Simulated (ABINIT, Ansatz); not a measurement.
# Quasiparticle gap of Cs2H6Pt (Fm-3m) in ABINIT, part 2 of 3

How does a plane-wave GW calculation on Cs2H6Pt (Fm-3m) run from the first input to the gap?

ABINIT 10.8.3; LDA and many-body steps on it, plane waves. Known limits of the many-body steps: not at the basis limit; no spin polarisation; d states lean on the start; no spin-orbit coupling; coarse k mesh.

So far. Step 2 (Ground state): The gap is direct, at (0.500, 0.500, 0.000).

### 3. Bands along the symmetry lines

Level of this step: DFT, LDA, plane waves, norm-conserving pseudopotentials (ABINIT).

The cheap functional maps the bands first; the places of the edges decide which points the dearer methods must see.

run.abi

```
acell 3*1.0 Angstrom
rprim 
  0.000000000000 4.486174700000 4.486174700000
  4.486174700000 0.000000000000 4.486174700000
  4.486174700000 4.486174700000 0.000000000000
ntypat 3
znucl 55 1 78
natom 9
typat 1 1 2 2 2 2 2 2 3
xred 
  0.750000000000 0.750000000000 0.750000000000
  0.250000000000 0.250000000000 0.250000000000
  0.816861770000 0.816861770000 0.183138230000
  0.183138230000 0.816861770000 0.183138230000
  0.816861770000 0.183138230000 0.183138230000
  0.183138230000 0.183138230000 0.816861770000
  0.816861770000 0.183138230000 0.816861770000
  0.183138230000 0.816861770000 0.816861770000
  0.000000000000 0.000000000000 0.000000000000
pp_dirpath "pseudos"
pseudos "Cs.upf, H.upf, Pt.upf"
ecut 34
iscf -2
irdden 1
kptopt 0
nkpt 26
kpt 
  0.00000000 0.00000000 0.00000000
  0.12500000 0.00000000 0.12500000
  0.25000000 0.00000000 0.25000000
  0.37500000 0.00000000 0.37500000
  0.50000000 0.00000000 0.50000000
  0.53125000 0.06250000 0.53125000
  0.56250000 0.12500000 0.56250000
  0.59375000 0.18750000 0.59375000
  0.62500000 0.25000000 0.62500000
  0.37500000 0.37500000 0.75000000
  0.28125000 0.28125000 0.56250000
  0.18750000 0.18750000 0.37500000
  0.09375000 0.09375000 0.18750000
  0.00000000 0.00000000 0.00000000
  0.12500000 0.12500000 0.12500000
  0.25000000 0.25000000 0.25000000
  0.37500000 0.37500000 0.37500000
  0.50000000 0.50000000 0.50000000
  0.50000000 0.43750000 0.56250000
  0.50000000 0.37500000 0.62500000
  0.50000000 0.31250000 0.68750000
  0.50000000 0.25000000 0.75000000
  0.50000000 0.18750000 0.68750000
  0.50000000 0.12500000 0.62500000
  0.50000000 0.06250000 0.56250000
  0.50000000 0.00000000 0.50000000
istwfk *1
nband 28
nbdbuf 2
tolwfr 1e-08
nstep 40
prtwf 0
prtvol 0
indata_prefix "in"
outdata_prefix "out"
tmpdata_prefix "tmp"
```

The run is started by

```console
OMP_NUM_THREADS=1 mpirun -n 4 abinit run.abi > log
```

Numbers of over 12 decimals in the logs are rounded to 6 here.

Log:

```text
.Version 10.8.3 of ABINIT. v10.8.2 released Aug 2026.

 Symmetries : space group Fm -3 m (#225); Bravais cF (face-center cubic)
[... echo of the input left out ...]
== DATASET  1 ==================================================================
-   mpi_nproc: 4, omp_nthreads: 1 (-1 if OMP is not activated)

--- !DatasetInfo
iteration_state: {dtset: 1, }
dimensions: {natom: 9, nkpt: 26, mband: 28, nsppol: 1, nspinor: 1, nspden: 1, mpw: 11618, }
cutoff_energies: {ecut:  34.0, pawecutdg:  -1.0, }
electrons: {nelect:   4.20000000E+01, charge:   0.00000000E+00, occopt:   1.00000000E+00, tsmear:   1.00000000E-02, }

 Real(R)+Recip(G) space primitive vectors, cartesian coordinates (Bohr,Bohr^-1):
 R(1)=  0.0000000  8.4776415  8.4776415  G(1)= -0.0589787  0.0589787  0.0589787
 R(2)=  8.4776415  0.0000000  8.4776415  G(2)=  0.0589787 -0.0589787  0.0589787
 R(3)=  8.4776415  8.4776415  0.0000000  G(3)=  0.0589787  0.0589787 -0.0589787
 Unit cell volume ucvol=  1.2185831E+03 bohr^3
 Angles (23,13,12)=  6.00000000E+01  6.00000000E+01  6.00000000E+01 degrees

 getcut: wavevector=  0.0000  0.0000  0.0000  ngfft=  64  64  64
         ecut(hartree)=     34.000   => boxcut(ratio)=   2.03369

--- Pseudopotential description ------------------------------------------------
- Cs Generated using ONCVPSP code by D. R. Hamann
- 55.00000   9.00000  201201                  znucl, zion, pspdat
12 -1012 3 -1 2328                            pspcod,pspxc,lmax,lloc,mmax
     nproj     2     2     2     2
  pspatm : epsatm=   21.68725381
         --- l  ekb(1:nproj) -->
             0    6.247599    0.778427
             1    6.343167    0.797067
             2    3.778962    0.917083
[...]
pspatm: atomic psp has been read  and splines computed

- H Generated using ONCVPSP code by D. R. Hamann
-  1.00000   1.00000  180309                  znucl, zion, pspdat
12 -1012 1 -1 1180                            pspcod,pspxc,lmax,lloc,mmax
     nproj     2     1     0     0
  pspatm : epsatm=    0.35439867
         --- l  ekb(1:nproj) -->
[...]
1   -0.275071
 pspatm: atomic psp has been read  and splines computed

- Pt Generated using ONCVPSP code by D. R. Hamann
- 78.00000  18.00000  180309                  znucl, zion, pspdat
12 -1012 3 -1 1340                            pspcod,pspxc,lmax,lloc,mmax
     nproj     2     2     2     2
  pspatm : epsatm=   26.53268550
         --- l  ekb(1:nproj) -->
[...]
pspatm: atomic psp has been read  and splines computed

--------------------------------------------------------------------------------

================================================================================
 prteigrs : about to open file out_EIG
 Non-SCF case, kpt    1 (  0.00000  0.00000  0.00000), residuals and eigenvalues=
  6.51E-09  3.94E-09  5.06E-09  5.77E-09  7.08E-09  9.29E-09  5.45E-09  8.43E-09
[...]
Non-SCF case, kpt   26 (  0.50000  0.00000  0.50000), residuals and eigenvalues=
[...]
-1.4421E-01 -1.3460E-01 -1.2959E-01 -2.1451E-02 -1.8862E-02 -1.8862E-02
 -1.4481E-02  1.2352E-02  1.2352E-02  1.4537E-01  2.1054E-01  2.1620E-01
[...]
--- !ResultsGS
iteration_state: {dtset: 1, }
comment   : Summary of ground state results
lattice_vectors:
- [  0.0000000,   8.4776415,   8.4776415, ]
- [  8.4776415,   0.0000000,   8.4776415, ]
- [  8.4776415,   8.4776415,   0.0000000, ]
lattice_lengths: [  11.98920,   11.98920,   11.98920, ]
lattice_angles: [ 60.000,  60.000,  60.000, ] # degrees, (23, 13, 12)
lattice_volume:   1.2185831E+03
convergence: {deltae:  0.000E+00, res2:  0.000E+00, residm:  9.996E-09, diffor:  0.000E+00, }
etotal    :  -1.81148041E+02
entropy   :   0.00000000E+00
fermie    :   1.23520712E-02
cartesian_stress_tensor: null
pressure_GPa: null
xred      :
- [  7.5000E-01,   7.5000E-01,   7.5000E-01, Cs]
- [  2.5000E-01,   2.5000E-01,   2.5000E-01, Cs]
- [  8.1686E-01,   8.1686E-01,   1.8314E-01,  H]
- [  1.8314E-01,   8.1686E-01,   1.8314E-01,  H]
- [  8.1686E-01,   1.8314E-01,   1.8314E-01,  H]
- [  1.8314E-01,   1.8314E-01,   8.1686E-01,  H]
- [  8.1686E-01,   1.8314E-01,   8.1686E-01,  H]
- [  1.8314E-01,   8.1686E-01,   8.1686E-01,  H]
- [  0.0000E+00,   0.0000E+00,   0.0000E+00, Pt]
cartesian_forces: null
force_length_stats: {min: null, max: null, mean: null, }

 Integrated electronic density in atomic spheres:
 ------------------------------------------------
 Atom  Sphere_radius  Integrated_density
[...]
================================================================================

 ----iterations are completed or convergence reached----

 Mean square residual over all n,k,spin=   68.919E-10; max=  99.960E-10
 reduced coordinates (array xred) for    9 atoms
[...]
0.183138230000      0.816861770000      0.816861770000
       0.000000000000      0.000000000000      0.000000000000

 cartesian coordinates (angstrom) at end:
[...]
length scales=  1.889726125908  1.889726125908  1.889726125908 bohr
              =  1.000000000000  1.000000000000  1.000000000000 angstroms
 prteigrs : about to open file out_EIG
 Eigenvalues (hartree) for nkpt=  26  k points:
 kpt#   1, nband= 28, wtk=  1.00000, kpt=  0.0000  0.0000  0.0000 (reduced coord)
[...]
kpt#   2, nband= 28, wtk=  1.00000, kpt=  0.1250  0.0000  0.1250 (reduced coord)
[...]
kpt#   3, nband= 28, wtk=  1.00000, kpt=  0.2500  0.0000  0.2500 (reduced coord)
[...]
kpt#  25, nband= 28, wtk=  1.00000, kpt=  0.5000  0.0625  0.5625 (reduced coord)
[...]
0.23284    0.25650    0.26463    0.26815
 kpt#  26, nband= 28, wtk=  1.00000, kpt=  0.5000  0.0000  0.5000 (reduced coord)
[...]
-0.23669   -0.21788   -0.21788   -0.21573   -0.14421   -0.13460   -0.12959   -0.02145
  -0.01886   -0.01886   -0.01448    0.01235    0.01235    0.14537    0.21054    0.21620
   0.24337    0.25572    0.25572    0.26629

== END DATASET(S) ==============================================================
================================================================================

 -outvars: echo values of variables after computation  --------
            nband          28
             nkpt          26
          spgroup         225
 [... the other variables as echoed above ...]

 Calculation completed.
```

Elapsed: 79 s, on 4 MPI ranks of Intel Xeon Platinum 8488C (Sapphire Rapids), shared host; peak memory 0.52 GiB; 5.2 min of CPU time.

Numbers from this step:

```yaml
gap: 3.620 eV
k_of_the_valence_top: 0.5, 0, 0.5
k_of_the_conduction_bottom: 0.5, 0, 0.5
least_direct_gap: 3.620 eV
```

The gap is 3.620 eV, as in the run before at this level.

Electronic bands along the path, in eV, zero at the top of the highest filled band:

```
    point  band 18  band 19  band 20  band 21  band 22  band 23  band 24  band 25
        Γ    -0.79    -0.53    -0.53    -0.53     4.14     4.66     4.66     7.65
  halfway    -0.83    -0.66    -0.25    -0.25     4.27     4.94     5.26     6.61
        X    -0.85    -0.73     0.00     0.00     3.62     5.39     5.55     6.29
  halfway    -0.85    -0.65    -0.04    -0.01     3.66     5.45     5.63     5.84
        U    -0.84    -0.51    -0.14    -0.05     3.79     5.38     5.58     5.87
jump to K    -0.84    -0.51    -0.14    -0.05     3.79     5.38     5.58     5.87
  halfway    -0.81    -0.47    -0.34    -0.31     4.62     4.75     5.23     6.34
        Γ    -0.79    -0.53    -0.53    -0.53     4.14     4.66     4.66     7.65
  halfway    -0.81    -0.50    -0.38    -0.38     4.76     4.76     4.88     6.44
        L    -0.82    -0.49    -0.22    -0.22     4.89     4.89     5.42     5.94
  halfway    -0.84    -0.39    -0.28    -0.12     4.13     5.06     5.93     6.02
        W    -0.85    -0.33    -0.33    -0.01     3.76     5.35     5.72     5.72
  halfway    -0.85    -0.59    -0.09     0.00     3.69     5.50     5.67     5.68
        X    -0.85    -0.73     0.00     0.00     3.62     5.39     5.55     6.29
```

### 4. Empty states on the mesh, 2×2×2 mesh, 119 bands

The sums over transitions need many empty states on a uniform mesh; this step solves for them.

run.abi

```
acell 3*1.0 Angstrom
rprim 
  0.000000000000 4.486174700000 4.486174700000
  4.486174700000 0.000000000000 4.486174700000
  4.486174700000 4.486174700000 0.000000000000
ntypat 3
znucl 55 1 78
natom 9
typat 1 1 2 2 2 2 2 2 3
xred 
  0.750000000000 0.750000000000 0.750000000000
  0.250000000000 0.250000000000 0.250000000000
  0.816861770000 0.816861770000 0.183138230000
  0.183138230000 0.816861770000 0.183138230000
  0.816861770000 0.183138230000 0.183138230000
  0.183138230000 0.183138230000 0.816861770000
  0.816861770000 0.183138230000 0.816861770000
  0.183138230000 0.816861770000 0.816861770000
  0.000000000000 0.000000000000 0.000000000000
pp_dirpath "pseudos"
pseudos "Cs.upf, H.upf, Pt.upf"
ecut 34
ngkpt 2 2 2
nshiftk 1
shiftk 0 0 0
kptopt 1
chksymbreak 0
iscf -2
irdden 1
istwfk *1
nband 119
nbdbuf 10
tolwfr 1e-09
nstep 60
prtvol 0
indata_prefix "in"
outdata_prefix "out"
tmpdata_prefix "tmp"
```

Log:

```text
.Version 10.8.3 of ABINIT. v10.8.2 released Aug 2026.

 Symmetries : space group Fm -3 m (#225); Bravais cF (face-center cubic)
[... echo of the input left out ...]
== DATASET  1 ==================================================================
-   mpi_nproc: 4, omp_nthreads: 1 (-1 if OMP is not activated)
-    --> not optimal distribution: autoparal keyword recommended in input file <--

--- !DatasetInfo
iteration_state: {dtset: 1, }
dimensions: {natom: 9, nkpt: 3, mband: 119, nsppol: 1, nspinor: 1, nspden: 1, mpw: 11618, }
cutoff_energies: {ecut:  34.0, pawecutdg:  -1.0, }
electrons: {nelect:   4.20000000E+01, charge:   0.00000000E+00, occopt:   1.00000000E+00, tsmear:   1.00000000E-02, }

 Real(R)+Recip(G) space primitive vectors, cartesian coordinates (Bohr,Bohr^-1):
 R(1)=  0.0000000  8.4776415  8.4776415  G(1)= -0.0589787  0.0589787  0.0589787
 R(2)=  8.4776415  0.0000000  8.4776415  G(2)=  0.0589787 -0.0589787  0.0589787
 R(3)=  8.4776415  8.4776415  0.0000000  G(3)=  0.0589787  0.0589787 -0.0589787
 Unit cell volume ucvol=  1.2185831E+03 bohr^3
 Angles (23,13,12)=  6.00000000E+01  6.00000000E+01  6.00000000E+01 degrees

 getcut: wavevector=  0.0000  0.0000  0.0000  ngfft=  64  64  64
         ecut(hartree)=     34.000   => boxcut(ratio)=   2.03369

--- Pseudopotential description ------------------------------------------------
- Cs Generated using ONCVPSP code by D. R. Hamann
- 55.00000   9.00000  201201                  znucl, zion, pspdat
12 -1012 3 -1 2328                            pspcod,pspxc,lmax,lloc,mmax
     nproj     2     2     2     2
  pspatm : epsatm=   21.68725381
         --- l  ekb(1:nproj) -->
             0    6.247599    0.778427
             1    6.343167    0.797067
             2    3.778962    0.917083
[...]
pspatm: atomic psp has been read  and splines computed

- H Generated using ONCVPSP code by D. R. Hamann
-  1.00000   1.00000  180309                  znucl, zion, pspdat
12 -1012 1 -1 1180                            pspcod,pspxc,lmax,lloc,mmax
     nproj     2     1     0     0
  pspatm : epsatm=    0.35439867
         --- l  ekb(1:nproj) -->
[...]
1   -0.275071
 pspatm: atomic psp has been read  and splines computed

- Pt Generated using ONCVPSP code by D. R. Hamann
- 78.00000  18.00000  180309                  znucl, zion, pspdat
12 -1012 3 -1 1340                            pspcod,pspxc,lmax,lloc,mmax
     nproj     2     2     2     2
  pspatm : epsatm=   26.53268550
         --- l  ekb(1:nproj) -->
[...]
pspatm: atomic psp has been read  and splines computed

--------------------------------------------------------------------------------

================================================================================
 prteigrs : about to open file out_EIG
 Non-SCF case, kpt    1 (  0.00000  0.00000  0.00000), residuals and eigenvalues=
[...]
-2.3258E-01 -2.3258E-01 -2.3258E-01 -2.1960E-01 -2.1960E-01 -2.1960E-01
 -1.6336E-01 -1.3570E-01 -1.3570E-01 -1.6585E-02 -1.6585E-02 -1.6585E-02
[...]
1.1102E+00  1.1154E+00  1.1154E+00  1.1190E+00  1.1190E+00  1.1190E+00
  1.1217E+00  1.1966E+00  1.1966E+00  1.1966E+00  1.2266E+00  1.2266E+00
  1.2280E+00  1.2329E+00  1.2330E+00  1.2428E+00  1.2428E+00
 prteigrs : prtvol=0 or 1, do not print more k-points.

--- !ResultsGS
iteration_state: {dtset: 1, }
comment   : Summary of ground state results
lattice_vectors:
- [  0.0000000,   8.4776415,   8.4776415, ]
- [  8.4776415,   0.0000000,   8.4776415, ]
- [  8.4776415,   8.4776415,   0.0000000, ]
lattice_lengths: [  11.98920,   11.98920,   11.98920, ]
lattice_angles: [ 60.000,  60.000,  60.000, ] # degrees, (23, 13, 12)
lattice_volume:   1.2185831E+03
convergence: {deltae:  0.000E+00, res2:  0.000E+00, residm:  9.952E-10, diffor:  0.000E+00, }
etotal    :  -1.81148041E+02
entropy   :   0.00000000E+00
fermie    :   1.23520712E-02
cartesian_stress_tensor: null
pressure_GPa: null
xred      :
- [  7.5000E-01,   7.5000E-01,   7.5000E-01, Cs]
- [  2.5000E-01,   2.5000E-01,   2.5000E-01, Cs]
- [  8.1686E-01,   8.1686E-01,   1.8314E-01,  H]
- [  1.8314E-01,   8.1686E-01,   1.8314E-01,  H]
- [  8.1686E-01,   1.8314E-01,   1.8314E-01,  H]
- [  1.8314E-01,   1.8314E-01,   8.1686E-01,  H]
- [  8.1686E-01,   1.8314E-01,   8.1686E-01,  H]
- [  1.8314E-01,   8.1686E-01,   8.1686E-01,  H]
- [  0.0000E+00,   0.0000E+00,   0.0000E+00, Pt]
cartesian_forces: null
force_length_stats: {min: null, max: null, mean: null, }

 Integrated electronic density in atomic spheres:
 ------------------------------------------------
 Atom  Sphere_radius  Integrated_density
[...]
================================================================================

 ----iterations are completed or convergence reached----

 Mean square residual over all n,k,spin=   50.091E-11; max=  99.520E-11
 reduced coordinates (array xred) for    9 atoms
[...]
0.183138230000      0.816861770000      0.816861770000
       0.000000000000      0.000000000000      0.000000000000

 cartesian coordinates (angstrom) at end:
    1      6.729262     6.729262     6.729262
    2      2.243087     2.243087     2.243087
    3      4.486175     4.486175     7.329169
[...]
8      7.329169     4.486175     4.486175
    9      0.000000     0.000000     0.000000
 length scales=  1.889726125908  1.889726125908  1.889726125908 bohr
              =  1.000000000000  1.000000000000  1.000000000000 angstroms
 prteigrs : about to open file out_EIG
 Eigenvalues (hartree) for nkpt=   3  k points:
 kpt#   1, nband=119, wtk=  0.12500, kpt=  0.0000  0.0000  0.0000 (reduced coord)
[...]
1.10554    1.10554    1.10554    1.10706    1.10706    1.10706    1.11021    1.11541
   1.11541    1.11898    1.11898    1.11898    1.12173    1.19656    1.19656    1.19656
   1.22657    1.22659    1.22801    1.23289    1.23295    1.24278    1.24280
 prteigrs : prtvol=0 or 1, do not print more k-points.

== END DATASET(S) ==============================================================
================================================================================

 -outvars: echo values of variables after computation  --------
            nband         119
             nkpt           3
          spgroup         225
 [... the other variables as echoed above ...]

 Calculation completed.
```

It took 85 s on 4 MPI ranks; peak memory 0.49 GiB.

This step gave:

| Property | Result |
| --- | --- |
| gap | 3.620 eV |
| k of the valence top | 0.5, 0.5, 0 |
| k of the conduction bottom | 0.5, 0.5, 0 |
| least direct gap | 3.620 eV |
| k points computed | 3 |
| lowest point of the top converged band, above the valence top | 30.19 eV |

On this mesh the gap is 3.620 eV.

### 5. Screening, 2×2×2 mesh, 109 bands, screening to 98 eV

The RPA dielectric matrix is built and inverted for each q.

This step: RPA screening on LDA, plane waves, norm-conserving pseudopotentials.

Edit run.abi of step 4 so:

```diff
@@ -27,10 +27,11 @@
 chksymbreak 0
-iscf -2
-irdden 1
 istwfk *1
-nband 119
-nbdbuf 10
-tolwfr 1e-09
-nstep 60
-prtvol 0
+occopt 1
+irdwfk 1
+optdriver 3
+nband 109
+ecuteps 3.6
+inclvkb 2
+awtr 1
+symchi 1
 indata_prefix "in"
```

Log:

```text
.Version 10.8.3 of ABINIT. v10.8.2 released Aug 2026.

 Symmetries : space group Fm -3 m (#225); Bravais cF (face-center cubic)
[... echo of the input left out ...]
== DATASET  1 ==================================================================
-   mpi_nproc: 4, omp_nthreads: 1 (-1 if OMP is not activated)

--- !DatasetInfo
iteration_state: {dtset: 1, }
dimensions: {natom: 9, nkpt: 3, mband: 109, nsppol: 1, nspinor: 1, nspden: 1, mpw: 11618, }
cutoff_energies: {ecut:  34.0, pawecutdg:  -1.0, }
electrons: {nelect:   4.20000000E+01, charge:   0.00000000E+00, occopt:   1.00000000E+00, tsmear:   1.00000000E-02, }

 SCREENING: Calculation of the susceptibility and dielectric matrices

 Based on a program developped by R.W. Godby, V. Olevano, G. Onida, and L. Reining.
 Incorporated in ABINIT by V. Olevano, G.-M. Rignanese, and M. Torrent.
.Using double precision arithmetic ; gwpc =  8

[... cell and pseudopotentials left out ...]
--------------------------------------------------------------------------------

 ==== K-mesh for the wavefunctions ====
 Number of points in the irreducible wedge :     3
[... list of points left out ...]
 Together with 48 symmetry operations and time-reversal symmetry
 yields     8 points in the full Brillouin Zone.

 ==== Q-mesh for the screening function ====
 Number of points in the irreducible wedge :     3
[... list of points left out ...]
 Together with 48 symmetry operations and time-reversal symmetry
 yields     8 points in the full Brillouin Zone.

 setmesh: FFT mesh size selected  =    45x   45x   45
          total number of points  =        91125

 vcoul_init : cutoff-mode = AUXILIARY_FUNCTION
 q-points for optical limit:   1
     1)      0.000010    0.000020    0.000030

- screening: taking advantage of time-reversal symmetry
- Maximum band index for partially occupied states nbvw = 21
- Remaining bands to be divided among processors   nbcw = 88
- Number of bands treated by each node ~22

 Number of electrons calculated from density =   42.0000; Expected =   42.0000
 average of density, n =  0.034466
 r_s =    1.9062
 omega_plasma =   17.9082 [eV]

 calculating chi0 at frequencies [eV] :
  1    0.000000E+00    0.000000E+00
  2    0.000000E+00    1.790823E+01

--------------------------------------------------------------------------------
  q-point number  1        q = ( 0.000000, 0.000000, 0.000000) [r.l.u.]
--------------------------------------------------------------------------------
[... chi0 elements left out ...]
 For q-point:  0.000010 0.000020 0.000030
  dielectric constant =   2.7656
  dielectric constant without local fields =   3.5758

  Average fulfillment of the sum rule on Im[epsilon] for q-point    1 :     57.17  [%]
[... wings left out ...]
  q-point number  2        q = ( 0.500000, 0.000000, 0.000000) [r.l.u.]
--------------------------------------------------------------------------------
[... chi0 elements left out ...]
  Average fulfillment of the sum rule on Im[epsilon] for q-point    2 :     65.68  [%]

 [... 1 further q-points ...]
```

The job ended after 40 s (4 MPI ranks; peak memory 2.1 GiB; 2.6 min of CPU time).

This step gave:

```yaml
eps_infinity_with_local_fields_on_this_mesh_along_the_program_s_q_direction: 2.766
the_same_without_local_fields: 3.576
plasma_frequency: 17.91 eV
plane_waves_in_the_screening_matrix: 411
```

Local fields lower ε∞ by 23 %. On a Γ-centred mesh this coarse the value itself is usually too large, while a short band sum pulls it down.

(Continued in part 3 of 3.)

[Paths, hosts, dates, memory and timing lines, banners, echoed tables and standing remarks are left out of the program output.]

[Logs are printed without paths, hosts, clocks, repeated set-up lines and the standing remarks that a program may print on its own settings, such as how far it seeks lower states.]

[Runs of the session that timed out or met a known fault of the program may be left out.]

[Hosts, paths, dates, database ids (printed as entryN), source tags and the programs' standing remarks are cut or masked in the printed files.]

[G0W0 gaps are taken among the corrected bands and points alone; a level outside them can change the order at an edge.]

[Where Ansatz stands beside ABINIT at settings called matched, ABINIT's density can come from a denser mesh and the files from another edition; pairs whose starting gaps differed by over 0.03 eV were left out, so agreement reads better than it is.]
